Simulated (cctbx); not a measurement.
**A crystallographic session in cctbx: Ho2ZnSb4**

Library: cctbx 2025.11. The data are simulated by the first script.

## 1. Simulate the data

run.py:

```python
from cctbx import adptbx, crystal, miller, sgtbx, xray
from cctbx.array_family import flex
from iotbx.shelx import hklf
from scitbx import matrix
import scitbx.random

cs = crystal.symmetry(unit_cell=(4.371, 4.371, 9.994, 90, 90, 90), space_group_symbol='Hall: P -4 -2')  # P-4m2
atoms = [  # label, site, U (iso, or U11 U22 U33 U12 U13 U23 in A^2), occupancy
    ("Ho1", (0, 0.5, 0.2521), 0.0153, 1),
    ("Sb1", (0, 0, 0.5), 0.0142, 1),
    ("Sb2", (0.5, 0.5, 0.5), 0.0155, 1),
    ("Sb3", (0, 0.5, 0.8576), 0.0149, 1),
    ("Zn1", (0.5, 0.5, 0), 0.0209, 1),
]
xs = xray.structure(crystal_symmetry=cs)
for label, site, u, occ in atoms:
    u = adptbx.u_cif_as_u_star(cs.unit_cell(), u) if isinstance(u, tuple) else u
    xs.add_scatterer(xray.scatterer(label, site=site, u=u, occupancy=occ))
xs.set_inelastic_form_factors(1.54184, "sasaki")
xs.show_summary()
p1 = xs.expand_to_p1()
ms = miller.build_set(p1, anomalous_flag=True, d_min=0.83)
flex.set_random_seed(241871)
scitbx.random.set_random_seed(241871)
ms = ms.select(flex.random_double(ms.size()) < 0.7)
i = ms.structure_factors_from_scatterers(p1, algorithm="direct").f_calc().as_intensity_array().data()
i = i / flex.sqrt(1 + 0.3 * i / flex.max(i))  # extinction
i = i * 5000 / flex.max(i)
sig = flex.sqrt(i + flex.pow2(0.015 * i) + 15 ** 2)
noise = scitbx.random.variate(scitbx.random.normal_distribution())(i.size())
data = ms.array(data=i + sig * noise, sigmas=sig).set_observation_type_xray_intensity()
with open("data.hkl", "w") as f:
    data.export_as_shelx_hklf(f)
print("reflections written:", data.size(), " <I/sigma> = %.1f" % flex.mean(data.data() / data.sigmas()))
for h, a, b in list(data.sort("data"))[:12]:
    print("%4d%4d%4d %9.1f %7.1f" % (h + (a, b)))
```

```console
$ python run.py
```

```text
Number of scatterers: 5
At special positions: 5
Unit cell: (4.371, 4.371, 9.994, 90, 90, 90)
Space group: P -4 m 2 (No. 115)
reflections written: 967  <I/sigma> = 9.5
   2   0   0    5154.5   104.2
  -2   0   0    5017.2   104.2
   0  -2   0    4893.5   104.2
   0   2   0    4880.4   104.2
  -1  -1   2    3531.4    80.8
   2  -2   0    3488.5    79.2
  -1   1   2    3451.1    80.8
   1   1   2    3432.2    80.8
   1  -1  -2    3424.1    80.8
  -2  -2   0    3419.6    79.2
   1  -1   2    3395.2    80.8
  -1  -1  -2    3361.3    80.8
```

It took 0.25 s on 1 thread of Arm Neoverse V2, with other jobs on the host, peak memory 0.07 GiB.

## 2. Symmetry

run.py:

```python
from cctbx import crystal, sgtbx, statistics
from cctbx.array_family import flex
from iotbx.shelx import hklf

p1 = crystal.symmetry(unit_cell=(4.371, 4.371, 9.994, 90, 90, 90), space_group_symbol="P 1")
raw = hklf.reader(file_name="data.hkl").as_miller_arrays(crystal_symmetry=p1, anomalous=True)[0]
print(raw.size(), "reflections to d = %.3f A" % raw.d_min())
isig = raw.data() / raw.sigmas()
print("centring   violations  <I/sigma> of those")
best = "P"
for c in "ABCIRF":
    a = raw.customized_copy(space_group_info=sgtbx.space_group_info("Hall: %s 1" % c)).sys_absent_flags().data()
    m = flex.mean(isig.select(a))
    print("%5s %10d of %5d %8.1f" % (c, (isig.select(a) > 4).count(True), a.count(True), m))
    if (isig.select(a) > 4).count(True) < 0.01 * a.count(True):
        best = c
raw = raw.select(~raw.customized_copy(space_group_info=sgtbx.space_group_info("Hall: %s 1" % best)).sys_absent_flags().data())
isig = raw.data() / raw.sigmas()
rows = []
for s in sgtbx.space_group_symbol_iterator():
    g = sgtbx.space_group(s)
    if g.conventional_centring_type_symbol() != best or not g.is_compatible_unit_cell(p1.unit_cell(), 1e-3, 0.02):
        continue
    rows.append((s, g))
print("Laue class    unique    Rint  (classes that these axes allow; Friedel mates merged)")
rint = {}
for s, g in rows:
    laue = g.build_derived_patterson_group()
    key = laue.type().hall_symbol()
    if key not in rint:
        m = raw.customized_copy(space_group_info=laue.info(), anomalous_flag=False).merge_equivalents()
        rint[key] = m.r_int()
        print("%-14s %6d %7.3f" % (laue.type().lookup_symbol(), m.array().size(), m.r_int()))
floor = min(rint.values())
good = [(s, g) for s, g in rows if rint[g.build_derived_patterson_group().type().hall_symbol()] < 2 * floor + 0.03]
top = max(g.build_derived_patterson_group().order_z() for s, g in good)
print("space group    extra absences  I>4sigma  <I/sigma>")
for s, g in good:
    laue = g.build_derived_patterson_group()
    if laue.order_z() != top:
        continue
    a = raw.customized_copy(space_group_info=g.info()).sys_absent_flags().data()
    a &= ~raw.customized_copy(space_group_info=laue.info()).sys_absent_flags().data()
    bad = (isig.select(a) > 4).count(True)
    if bad <= 0.03 * a.count(True):
        print("%-16s %8d %10d %9s  %s" % (s.universal_hermann_mauguin(), a.count(True), bad, "%.1f" % flex.mean(isig.select(a)) if a.count(True) else "-", "centric" if g.is_centric() else "acentric"))
laue = max(good, key=lambda t: t[1].build_derived_patterson_group().order_z())[1].build_derived_patterson_group()
f = raw.customized_copy(space_group_info=laue.info(), anomalous_flag=False).merge_equivalents().array().eliminate_sys_absent().f_sq_as_f()
f.set_observation_type_xray_amplitude()
bins = max(3, min(8, f.size() // 12))
f.setup_binner(n_bins=bins)
w = statistics.wilson_plot(f, {e: n / laue.order_z() for e, n in {'Ho': 2.0, 'Sb': 4.0, 'Zn': 1.0}.items()}, e_statistics=True)
print("Wilson B = %.2f A^2   <|E^2-1|> = %.3f (0.968 centric, 0.736 acentric)   E^2>4: %.1f %%" % (w.wilson_b, w.mean_e_sq_minus_1, w.percent_e_sq_gt_2))
print("shell (A)         n   <I/sigma>")
m = raw.customized_copy(space_group_info=laue.info(), anomalous_flag=False).merge_equivalents().array().eliminate_sys_absent()
for b in m.setup_binner(n_bins=bins).range_used():
    sel = m.binner().selection(b)
    print("%5.2f - %4.2f %6d %8.1f" % (min(m.binner().bin_d_range(b)[0] if m.binner().bin_d_range(b)[0] > 0 else 99, 99), m.binner().bin_d_range(b)[1], sel.count(True), flex.mean((m.data() / m.sigmas()).select(sel))))
```

```console
$ python run.py
```

```text
967 reflections to d = 0.830 A
centring   violations  <I/sigma> of those
    A        308 of   468      9.9
    B        301 of   466      9.8
    C        281 of   472      7.6
    I        282 of   482      7.3
    R        404 of   639      9.6
    F        445 of   703      9.1
Laue class    unique    Rint  (classes that these axes allow; Friedel mates merged)
P -1              621   0.047
P 1 2/m 1         389   0.051
P 1 1 2/m         364   0.051
P 2/m 1 1         385   0.049
P m m m           237   0.054
P 4/m             192   0.056
P 4/m m m         139   0.057
space group    extra absences  I>4sigma  <I/sigma>
P 4 2 2                 0          0         -  acentric
P 4 21 2                8          0       1.6  acentric
P 4 m m                 0          0         -  acentric
P -4 2 m                0          0         -  acentric
P -4 21 m               8          0       1.6  acentric
P -4 m 2                0          0         -  acentric
P 4/m m m               0          0         -  centric
P 4/n m m :1           33          0       1.2  centric
P 4/n m m :2           33          0       1.2  centric
Wilson B = 1.87 A^2   <|E^2-1|> = 0.771 (0.968 centric, 0.736 acentric)   E^2>4: 0.8 %
shell (A)         n   <I/sigma>
 5.00 - 1.64     24     30.6
 1.64 - 1.31     20     31.8
 1.31 - 1.15     15     19.5
 1.15 - 1.04     17     18.5
 1.04 - 0.97     19     26.6
 0.97 - 0.91     12     19.6
 0.91 - 0.87     16      9.2
 0.87 - 0.83     16     17.0
```

Time: 0.36 s.

## 3. Charge flipping

run.py:

```python
import itertools
from cctbx import crystal, maptbx
from cctbx.array_family import flex
from iotbx.shelx import hklf
from smtbx.ab_initio import charge_flipping as cf

cs = crystal.symmetry(unit_cell=(4.371, 4.371, 9.994, 90, 90, 90), space_group_symbol='Hall: P -4 -2')  # P-4m2
raw = hklf.reader(file_name="data.hkl").as_miller_arrays(crystal_symmetry=cs, anomalous=True)[0]
merged = raw.eliminate_sys_absent().merge_equivalents()
fo2 = merged.array().set_observation_type_xray_intensity()
f = fo2.average_bijvoet_mates().f_sq_as_f().resolution_filter(d_min=0.83)
p1 = f.expand_to_p1()
work = p1
flex.set_random_seed(2518)
it = cf.weak_reflection_improved_iterator(delta=None, weak_reflection_fraction=0.1)
it.start(work, phases=flex.random_double(p1.size()) * 6.2832, f_000=0)
it.delta = 1.2 * it.rho_map.sigma()
print("cycle      R  skewness")
for n, st in enumerate(itertools.islice(it, 200)):
    if n % 16 == 0:
        print("%5d %6.3f %8.2f" % (n, st.r1_factor(), st.rho_map.skewness()))
rho = p1.phase_transfer(it.f_calc).fft_map().apply_volume_scaling()
polish = cf.low_density_elimination_iterator(constant_rho_c=rho.sigma())
polish.start(f_obs=p1, phases=it.f_calc, f_000=0)
for _ in range(8):
    next(polish)
print("origin shift          correlation  skewness")
maps = []
for fc, shift, cc in itertools.islice(cf.f_calc_symmetrisations(f, polish.f_calc, 0), 4):
    m = f.phase_transfer(fc).fft_map(symmetry_flags=maptbx.use_space_group_symmetry, resolution_factor=0.25).apply_sigma_scaling()
    maps.append((m.skewness(), cc, m))
    print("%6.3f %6.3f %6.3f %10.3f %9.2f" % (tuple(shift) + (cc, m.skewness())))
skew, cc, m = max((t for t in maps if t[1] > maps[0][1] - 0.04), key=lambda t: t[0])
print("taken: symmetry correlation %.3f, skewness %.2f" % (cc, skew))
peaks = m.peak_search(parameters=maptbx.peak_search_parameters(min_distance_sym_equiv=0.9, max_clusters=10)).all()
sps = cs.special_position_settings(min_distance_sym_equiv=0.5)
print("peak      x       y       z  mult  height/sigma")
for k, (x, h) in enumerate(zip(peaks.sites(), peaks.heights())):
    ss = sps.site_symmetry(x)
    print("Q%-3d %7.4f %7.4f %7.4f %4d %8.1f" % ((k + 1,) + tuple(t % 1 for t in ss.exact_site()) + (ss.multiplicity(), h)))
```

```console
$ python run.py
```

```text
cycle      R  skewness
    0  0.563     0.48
   16  0.223     4.06
   32  0.231     3.74
   48  0.230     3.51
   64  0.246     3.54
   80  0.227     3.32
   96  0.212     3.32
  112  0.231     3.32
  128  0.239     3.28
  144  0.236     3.39
  160  0.238     3.24
  176  0.230     3.28
  192  0.228     3.18
origin shift          correlation  skewness
 0.053  0.201  0.049      0.823      0.83
-0.001  0.322  0.149      0.837      3.32
 0.205  0.360  0.288      0.880      0.57
 0.057  0.700  0.307      0.819      0.74
taken: symmetry correlation 0.837, skewness 3.32
peak      x       y       z  mult  height/sigma
Q1    0.0000  0.0000  0.1959    2     13.1
Q2    0.0000  0.5000  0.4544    2      7.4
Q3    0.0000  0.5000  0.5751    2      3.9
Q4    0.0000  0.5000  0.0046    2      3.3
Q5    0.5000  0.5000  0.0000    1      3.0
Q6    0.5000  0.5000  0.2779    2      3.0
Q7    0.2316  0.5000  0.9023    4      2.6
Q8    0.3623  0.5000  0.5318    4      2.3
Q9    0.0000  0.3616  0.8541    4      2.3
Q10   0.0000  0.3723  0.6982    4      2.2
```

Time: 0.32 s.

## 4. Refinement (model from the peaks)

run.py:

```python
import math
from cctbx import adptbx, crystal, maptbx, sgtbx, xray
from cctbx.array_family import flex
from cctbx.xray import observations
from iotbx.shelx import hklf
from scitbx.lstbx import normal_eqns_solving
from smtbx import absolute_structure, utils
from smtbx.refinement import constraints, least_squares

cs = crystal.symmetry(unit_cell=(4.371, 4.371, 9.994, 90, 90, 90), space_group_symbol='Hall: P -4 -2')  # P-4m2
atoms = [  # label, site, U (iso, or U11 U22 U33 U12 U13 U23 in A^2), occupancy
    ("Ho1", (0, 0, 0.1959), 0.0200, 1),
    ("Sb1", (0, 0.5, 0.4544), 0.0200, 1),
    ("Sb2", (0, 0.5, 0.5751), 0.0200, 1),
    ("Zn1", (0.5, 0.5, 0), 0.0200, 1),
]
xs = xray.structure(crystal_symmetry=cs)
for label, site, u, occ in atoms:
    u = adptbx.u_cif_as_u_star(cs.unit_cell(), u) if isinstance(u, tuple) else u
    xs.add_scatterer(xray.scatterer(label, site=site, u=u, occupancy=occ))
xs.set_inelastic_form_factors(1.54184, "sasaki")
raw = hklf.reader(file_name="data.hkl").as_miller_arrays(crystal_symmetry=cs, anomalous=True)[0]
merged = raw.eliminate_sys_absent().merge_equivalents()
fo2 = merged.array().set_observation_type_xray_intensity()
print("Rint %.3f, %d unique reflections to %.2f A" % (merged.r_int(), fo2.size(), fo2.d_min()))
for sc in xs.scatterers():
    sc.flags.set_grad_site(True)
    sc.flags.set_grad_u_aniso(sc.flags.use_u_aniso())
    sc.flags.set_grad_u_iso(sc.flags.use_u_iso())
obs = fo2.as_xray_observations()
extra = {}
rep = constraints.reparametrisation(xs, [], utils.connectivity_table(xs), **extra)
ls = least_squares.crystallographic_ls(obs, rep, weighting_scheme=least_squares.mainstream_shelx_weighting(a=0, b=0))
print("cycle     R1     wR2    GooF  max shift (A)")
for cycle in range(6):
    ls.build_up()
    r1, wr2, goof = ls.r1_factor(cutoff_factor=2)[0], ls.wR2(), ls.goof()
    old = xs.sites_cart()
    normal_eqns_solving.levenberg_marquardt_iterations(ls, n_max_iterations=3, tau=0.0001, step_threshold=1e-7)
    big = flex.max((xs.sites_cart() - old).norms())
    print("%4d %7.4f %7.4f %7.3f %9.5f" % (cycle + 1, r1, wr2, goof, big))
    ls.build_up(objective_only=True)
    if abs(ls.wR2() - wr2) < 5e-5 and big < 5e-4:
        break
ls.build_up()
print("final R1 %.4f wR2 %.4f GooF %.3f  parameters %d  data/parameter %.1f" % (ls.r1_factor(cutoff_factor=2)[0], ls.wR2(), ls.goof(), ls.n_parameters, fo2.size() / ls.n_parameters))
cov = ls.covariance_matrix_and_annotations()
su = dict(zip(cov.annotations, (math.sqrt(max(v, 0)) for v in cov.matrix.matrix_packed_u_diagonal())))
a2 = cs.unit_cell().reciprocal_parameters()[0] ** -2
print("atom        x        y        z      Ueq    occ   su(xyz)  su(Uiso or U11)")
for sc in xs.scatterers():
    s = max(su.get(sc.label + k, 0) for k in (".x", ".y", ".z"))
    npd = "" if sc.is_positive_definite_u(cs.unit_cell()) else "  NPD"
    print("%-5s %8.5f %8.5f %8.5f %8.4f %6.3f %8.5f %7.4f%s" % ((sc.label,) + sc.site + (sc.u_iso_or_equiv(cs.unit_cell()), sc.occupancy, s, su.get(sc.label + ".uiso", su.get(sc.label + ".u11", 0) * a2), npd)))
fo = fo2.f_sq_as_f()
fc = fo.structure_factors_from_scatterers(xs, algorithm="direct").f_calc()
diff = fo.f_obs_minus_f_calc(1 / math.sqrt(ls.scale_factor()), fc).average_bijvoet_mates()
m = diff.fft_map(symmetry_flags=maptbx.use_space_group_symmetry, resolution_factor=0.25).apply_volume_scaling()
print("difference map: max %.2f min %.2f rms %.2f" % (m.statistics().max(), m.statistics().min(), m.statistics().sigma()))
peaks = m.peak_search(parameters=maptbx.peak_search_parameters(min_distance_sym_equiv=0.6, max_clusters=6)).all()
near = xs.closest_distances(peaks.sites(), distance_cutoff=4)
sps = cs.special_position_settings(min_distance_sym_equiv=0.5)
for k, (x, h) in enumerate(zip(peaks.sites(), peaks.heights())):
    ss = sps.site_symmetry(x)
    print("Q%-3d %7.4f %7.4f %7.4f %4d %7.2f  %.2f A from %s" % ((k + 1,) + tuple(t % 1 for t in ss.exact_site()) + (ss.multiplicity(), h, near.smallest_distances[k], xs.scatterers()[near.i_seqs[k]].label)))
```

```console
$ python run.py
```

```text
Rint 0.051, 225 unique reflections to 0.83 A
cycle     R1     wR2    GooF  max shift (A)
   1  0.4556  0.7571  19.841   0.14701
   2  0.3247  0.6173  16.177   0.06103
   3  0.3220  0.6042  15.834   0.02929
   4  0.3229  0.6011  15.753   0.02509
   5  0.3231  0.6002  15.729   0.01364
   6  0.3234  0.5999  15.722   0.00609
final R1 0.3236 wR2 0.5998 GooF 15.720  parameters 7  data/parameter 32.1
atom        x        y        z      Ueq    occ   su(xyz)  su(Uiso or U11)
Ho1    0.00000  0.00000  0.19821   0.0001  1.000  0.00198  0.0047
Sb1    0.00000  0.50000  0.44254   0.0020  1.000  0.00197  0.0043
Sb2    0.00000  0.50000  0.54687   0.2565  1.000  0.01972  0.0569
Zn1    0.50000  0.50000  0.00000   0.1056  1.000  0.00000  0.0469
difference map: max 52.26 min -30.42 rms 4.87
Q1    0.0000  0.5000  0.0643    2   52.65  2.28 A from Zn1
Q2    0.5000  0.5000  0.2852    2   43.88  2.69 A from Sb1
Q3    0.0000  0.5000  0.8448    2   27.97  2.23 A from Ho1
Q4    0.0000  0.0000  0.2393    2   27.36  0.41 A from Ho1
Q5    0.0000  0.5000  0.5685    2   25.12  0.22 A from Sb2
Q6    0.5000  0.5000  0.5000    1   22.51  2.24 A from Sb2
```

Time: 0.59 s.

Figures of merit this high mean that the model is still wrong or incomplete.

## 5. Charge flipping

run.py, as its changes from the last script of this kind:

```diff
@@ -13,2 +13,3 @@
-work = p1
-flex.set_random_seed(2518)
+p1.setup_binner_counting_sorted(reflections_per_bin=max(40, p1.size() // 12))
+work = p1.array(data=p1.data() / p1.amplitude_quasi_normalisations().data())
+flex.set_random_seed(2519)
@@ -19,2 +20,2 @@
-for n, st in enumerate(itertools.islice(it, 200)):
-    if n % 16 == 0:
+for n, st in enumerate(itertools.islice(it, 400)):
+    if n % 33 == 0:
```

```console
$ python run.py
```

```text
cycle      R  skewness
    0  0.552     0.21
   33  0.405     2.52
   66  0.384     2.42
   99  0.401     2.74
  132  0.406     2.55
  165  0.411     2.34
  198  0.409     2.41
  231  0.433     2.32
  264  0.424     2.34
  297  0.445     2.55
  330  0.418     2.48
  363  0.424     2.28
  396  0.421     2.39
origin shift          correlation  skewness
 0.418  0.244  0.265      0.913      3.16
 0.418  0.737  0.014      0.917      3.56
 0.449  0.733  0.210      0.911      3.60
 0.408  0.233  0.461      0.900      3.57
taken: symmetry correlation 0.911, skewness 3.60
peak      x       y       z  mult  height/sigma
Q1    0.0000  0.5000  0.7617    2     12.3
Q2    0.0000  0.0000  0.0000    1     12.2
Q3    0.5000  0.5000  0.5000    1      9.0
Q4    0.0000  0.5000  0.3561    2      7.2
Q5    0.0000  0.0000  0.5000    1      6.2
Q6    0.0000  0.5000  0.1625    2      4.4
Q7    0.5000  0.5000  0.1463    2      4.2
Q8    0.5000  0.5000  0.0000    1      4.1
Q9    0.0000  0.3781  0.8611    4      3.3
Q10   0.2123  0.3818  0.4206    8      2.0
```

Time: 0.35 s.

## 6. Refinement (model from the peaks)

run.py, as its changes from the last script of this kind:

```diff
@@ -12,4 +12,5 @@
-    ("Ho1", (0, 0, 0.1959), 0.0200, 1),
-    ("Sb1", (0, 0.5, 0.4544), 0.0200, 1),
-    ("Sb2", (0, 0.5, 0.5751), 0.0200, 1),
-    ("Zn1", (0.5, 0.5, 0), 0.0200, 1),
+    ("Ho1", (0, 0.5, 0.7617), 0.0200, 1),
+    ("Sb1", (0, 0, 0), 0.0200, 1),
+    ("Sb2", (0.5, 0.5, 0.5), 0.0200, 1),
+    ("Sb3", (0, 0.5, 0.3561), 0.0200, 1),
+    ("Zn1", (0, 0, 0.5), 0.0200, 1),
@@ -60 +61 @@
-peaks = m.peak_search(parameters=maptbx.peak_search_parameters(min_distance_sym_equiv=0.6, max_clusters=6)).all()
+peaks = m.peak_search(parameters=maptbx.peak_search_parameters(min_distance_sym_equiv=0.6, max_clusters=5)).all()
```

```console
$ python run.py
```

```text
Rint 0.051, 225 unique reflections to 0.83 A
cycle     R1     wR2    GooF  max shift (A)
   1  0.3083  0.5853  15.340   0.06804
   2  0.2191  0.4250  11.139   0.00590
   3  0.2232  0.4190  10.980   0.00117
   4  0.2241  0.4184  10.965   0.00025
   5  0.2242  0.4183  10.963   0.00005
final R1 0.2243 wR2 0.4183 GooF 10.962  parameters 7  data/parameter 32.1
atom        x        y        z      Ueq    occ   su(xyz)  su(Uiso or U11)
Ho1    0.00000  0.50000  0.75415   0.0134  1.000  0.00145  0.0035
Sb1    0.00000  0.00000  0.00000   0.0001  1.000  0.00000  0.0032
Sb2    0.50000  0.50000  0.50000   0.1495  1.000  0.00000  0.0260
Sb3    0.00000  0.50000  0.35986   0.0194  1.000  0.00134  0.0036
Zn1    0.00000  0.00000  0.50000   0.0635  1.000  0.00000  0.0171
difference map: max 81.31 min -10.88 rms 3.01
Q1    0.5000  0.5000  0.0000    1   81.31  3.09 A from Sb1
Q2    0.0000  0.0000  0.0000    1   28.99  0.00 A from Sb1
Q3    0.5000  0.5000  0.1138    2   10.38  2.55 A from Ho1
Q4    0.0000  0.5000  0.6428    2    9.74  1.11 A from Ho1
Q5    0.5000  0.5000  0.3002    2    8.93  2.00 A from Sb2
```

Run time: 0.59 s on 1 thread of Arm Neoverse V2, with other jobs on the host, peak memory 0.09 GiB.

Figures of merit this high mean that the model is still wrong or incomplete.

[Logs are printed without paths, hosts, clocks, repeated set-up lines and the standing remarks that a program may print on its own settings, such as how far it seeks lower states.]
